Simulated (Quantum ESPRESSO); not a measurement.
**AlN (F-43m): how pressure shifts the optical phonon**

Wanted: a fit of frequency against volume for AlN (F-43m), tested on a run that is left out of it.

Main program and level: Quantum ESPRESSO 7.5; DFT LDA, scalar-relativistic, plane waves, JTH PAW pseudopotentials.

## Step 1: The relaxed structure

The structure is cubic, space group F-43m (No. 216). The conventional cell has a = 4.338 Å, b = 4.338 Å, c = 4.338 Å, α = 90.00°, β = 90.00°, γ = 90.00°. Al has 4 N at 1.88 Å nearest. Nearest to N lie 4 Al at 1.88 Å. Farther neighbours and most contacts between anions are not listed.

Structure file:

```
CELL_PARAMETERS angstrom
-2.16883 0.00000 2.16883
0.00000 2.16883 2.16883
-2.16883 2.16883 0.00000
ATOMIC_POSITIONS crystal
Al 0.00000 0.00000 0.00000
N 0.75000 0.75000 0.75000
```

This is the cell after its relaxation at this level of theory, not the database cell from which that began.

## Step 2: Runs at several volumes

The relaxed cell is scaled uniformly; in this structure symmetry fixes all atoms, so nothing has to be relaxed anew. Each volume gets a ground state and a response at Γ. The mode followed is the highest one without the macroscopic field, of symmetry T2; longitudinal polar modes lie higher. Cutoff 60 Ry, k mesh 8×8×8.

From the response at V/V₀ = 0.94:

What it wrote:

```text
[banners, grids, parts of the stress and lines that vanish by symmetry left out]
Program PHONON v.7.5
     Reading xml data from directory:

[...]
Exchange-correlation= PW
                           (   1   4   0   0   0   0   0)
[...]
kinetic-energy cut-off    =      60.0000  Ry
     charge density cut-off    =     480.0000  Ry
     convergence threshold     =      1.0E-18
[...]
Exchange-correlation= PW
                           (   1   4   0   0   0   0   0)
[...]
q = (   0.0000000   0.0000000   0.0000000 )
     25 Sym.Ops. (with q -> -q+G )
     G cutoff =  783.9247  (  22995 G-vectors)     FFT grid: ( 40, 40, 40)
     G cutoff =  391.9624  (   7991 G-vectors)  smooth grid: ( 27, 27, 27)
     number of k points=    29
[...]
Mode symmetry, T_d (-43m)  point group:
[...]
Dielectric constant
[...]
End of electric fields calculation
          Dielectric constant in cartesian axis
          (       4.461762993       0.000000000       0.000000000 )
          (      -0.000000000       4.461762993       0.000000000 )
          (      -0.000000000      -0.000000000       4.461762993 )
          Effective charges (d Force / dE) in cartesian axis without acoustic sum rule applied (asr)
           atom    1  Al    Mean Z*:        2.52470
      Ex  (        2.52470        0.00000        0.00000 )
      Ey  (        0.00000        2.52470       -0.00000 )
      Ez  (        0.00000       -0.00000        2.52470 )
           atom    2  N     Mean Z*:       -2.52809
      Ex  (       -2.52809       -0.00000       -0.00000 )
      Ey  (       -0.00000       -2.52809       -0.00000 )
      Ez  (       -0.00000       -0.00000       -2.52809 )
          Effective charges Sum: Mean:       -0.00339
[...]
Effective charges (d Force / dE) in cartesian axis with asr applied:
           atom    1  Al    Mean Z*:        2.52639
[...]
atom    2  N     Mean Z*:       -2.52639
[...]
Representation #   1 modes #   1   2   3
[...]
End of self-consistent calculation
     Convergence has been achieved
     Representation #   2 modes #   4   5   6
[...]
End of self-consistent calculation
     Convergence has been achieved
[...]
Dielectric constant in cartesian axis
          (       4.461762993       0.000000000       0.000000000 )
          (      -0.000000000       4.461762993       0.000000000 )
          (      -0.000000000      -0.000000000       4.461762993 )
          Effective charges (d Force / dE) in cartesian axis without acoustic sum rule applied (asr)
           atom    1  Al    Mean Z*:        2.52470
      Ex  (        2.52470        0.00000        0.00000 )
      Ey  (        0.00000        2.52470       -0.00000 )
      Ez  (        0.00000       -0.00000        2.52470 )
           atom    2  N     Mean Z*:       -2.52809
      Ex  (       -2.52809       -0.00000       -0.00000 )
      Ey  (       -0.00000       -2.52809       -0.00000 )
      Ez  (       -0.00000       -0.00000       -2.52809 )
          Effective charges Sum: Mean:       -0.00339
[...]
Effective charges (d Force / dE) in cartesian axis with asr applied:
           atom    1  Al    Mean Z*:        2.52639
[...]
atom    2  N     Mean Z*:       -2.52639
[...]
q = (    0.000000000   0.000000000   0.000000000 )
[...]
freq (    1) =       0.037183 [THz] =       1.240281 [cm-1]
     freq (    2) =       0.037183 [THz] =       1.240281 [cm-1]
     freq (    3) =       0.037183 [THz] =       1.240281 [cm-1]
     freq (    4) =      21.875092 [THz] =     729.674523 [cm-1]
     freq (    5) =      21.875092 [THz] =     729.674523 [cm-1]
     freq (    6) =      21.875092 [THz] =     729.674523 [cm-1]
[...]
Mode symmetry, T_d (-43m)  point group:
     freq (   1-   3) =          1.2  [cm-1]   --> T_2  G_15 P_4   I+R
     freq (   4-   6) =        729.7  [cm-1]   --> T_2  G_15 P_4   I+R

   JOB DONE.
```

One volume, V/V₀ = 0.97, is held back as a test.

```csv
V/V₀,volume (Å³/atom),pressure (GPa),ω (cm⁻¹)
0.94,9.590,15.06,729.67
0.97,9.896,7.09,held back
1,10.202,0.22,668.38
1.03,10.508,-5.71,640.19
1.06,10.814,-10.83,613.49
```

## Step 3: The fit

The mode Grüneisen parameter is γ = −d ln ω / d ln V.

```csv
ln(V/V₀),ln ω
-0.0619,6.5926
0.0000,6.5049
0.0296,6.4618
0.0583,6.4192
```

A straight line through these points has the slope -1.441, so γ = 1.44; at V/V₀ = 0.97 it predicts ω = exp(6.5039 + 0.0439) = 697.74 cm⁻¹.

A parabola of pressure against ln V through V/V₀ = 0.97, 1 and 1.03 gives the bulk modulus B = −dP/d ln V = 213 GPa at V₀. With ω₀ from the fitted line the pressure coefficient follows as dω/dP = γ ω₀ / B = 1.44 × 667.8 / 213 = 4.52 cm⁻¹/GPa.

## Step 4: The run that was held back

What it wrote:

```text
[banners, grids, parts of the stress and lines that vanish by symmetry left out]
[banner, memory and clock lines left out]
Program PHONON v.7.5

[...]
Exchange-correlation= PW
                           (   1   4   0   0   0   0   0)
[...]
kinetic-energy cut-off    =      60.0000  Ry
     charge density cut-off    =     480.0000  Ry
     convergence threshold     =      1.0E-18
[...]
Exchange-correlation= PW
                           (   1   4   0   0   0   0   0)
[...]
q = (   0.0000000   0.0000000   0.0000000 )
     25 Sym.Ops. (with q -> -q+G )
     G cutoff =  800.5165  (  23589 G-vectors)     FFT grid: ( 45, 45, 45)
     G cutoff =  400.2583  (   8393 G-vectors)  smooth grid: ( 30, 30, 30)
     number of k points=    29
[...]
Mode symmetry, T_d (-43m)  point group:
[...]
Dielectric constant
[...]
End of electric fields calculation
          Dielectric constant in cartesian axis
          (       4.504842228       0.000000000      -0.000000000 )
          (       0.000000000       4.504842228      -0.000000000 )
          (       0.000000000       0.000000000       4.504842228 )
          Effective charges (d Force / dE) in cartesian axis without acoustic sum rule applied (asr)
           atom    1  Al    Mean Z*:        2.52884
      Ex  (        2.52884        0.00000        0.00000 )
      Ey  (        0.00000        2.52884        0.00000 )
      Ez  (        0.00000        0.00000        2.52884 )
           atom    2  N     Mean Z*:       -2.53226
      Ex  (       -2.53226        0.00000       -0.00000 )
[...]
Representation #   1 modes #   1   2   3
[...]
End of self-consistent calculation
     Convergence has been achieved
     Representation #   2 modes #   4   5   6
[...]
End of self-consistent calculation
     Convergence has been achieved
[...]
Dielectric constant in cartesian axis
          (       4.504842228       0.000000000      -0.000000000 )
          (       0.000000000       4.504842228      -0.000000000 )
          (       0.000000000       0.000000000       4.504842228 )
          Effective charges (d Force / dE) in cartesian axis without acoustic sum rule applied (asr)
           atom    1  Al    Mean Z*:        2.52884
      Ex  (        2.52884        0.00000        0.00000 )
      Ey  (        0.00000        2.52884        0.00000 )
      Ez  (        0.00000        0.00000        2.52884 )
           atom    2  N     Mean Z*:       -2.53226
      Ex  (       -2.53226        0.00000       -0.00000 )
      Ey  (        0.00000       -2.53226       -0.00000 )
      Ez  (       -0.00000       -0.00000       -2.53226 )
          Effective charges Sum: Mean:       -0.00342
[...]
Effective charges (d Force / dE) in cartesian axis with asr applied:
           atom    1  Al    Mean Z*:        2.53055
[...]
atom    2  N     Mean Z*:       -2.53055
[...]
q = (    0.000000000   0.000000000   0.000000000 )
[...]
freq (    1) =       0.020537 [THz] =       0.685043 [cm-1]
     freq (    2) =       0.020537 [THz] =       0.685043 [cm-1]
     freq (    3) =       0.020537 [THz] =       0.685043 [cm-1]
     freq (    4) =      20.930144 [THz] =     698.154466 [cm-1]
     freq (    5) =      20.930144 [THz] =     698.154466 [cm-1]
     freq (    6) =      20.930144 [THz] =     698.154466 [cm-1]
[...]
Mode symmetry, T_d (-43m)  point group:
     freq (   1-   3) =          0.7  [cm-1]   --> T_2  G_15 P_4   I+R
     freq (   4-   6) =        698.2  [cm-1]   --> T_2  G_15 P_4   I+R
```

It gives 698.15 cm⁻¹ against the predicted 697.74 cm⁻¹, a miss of 0.4 cm⁻¹.

## Step 5: Outcome

```
mode Grüneisen parameter : 1.441
bulk modulus             : 213 GPa
pressure coefficient     : 4.52 cm⁻¹/GPa
```

In words: The highest optical mode of AlN (F-43m) without the LO-TO term stiffens by 4.52 cm⁻¹ a GPa near the relaxed volume, with γ = 1.44. The power law meets all 5 runs within 0.10 %; between neighbouring volumes γ runs from 1.41 to 1.48. Such a coefficient turns a measured shift of this mode into a hydrostatic stress; uniaxial or biaxial stress splits the mode and needs deformation potentials. These are harmonic values at zero temperature for the structure held cubic, which a run at Γ can't show to be stable; the bulk modulus rests on three points.

[Host names and launcher messages were left out of these logs when they were recorded.]

[Logs are printed without paths, hosts, clocks, repeated set-up lines and the standing remarks that a program may print on its own settings, such as how far it seeks lower states.]

[Hosts, paths, dates, database ids (printed as entryN), source tags and the programs' standing remarks are cut or masked in the printed files.]
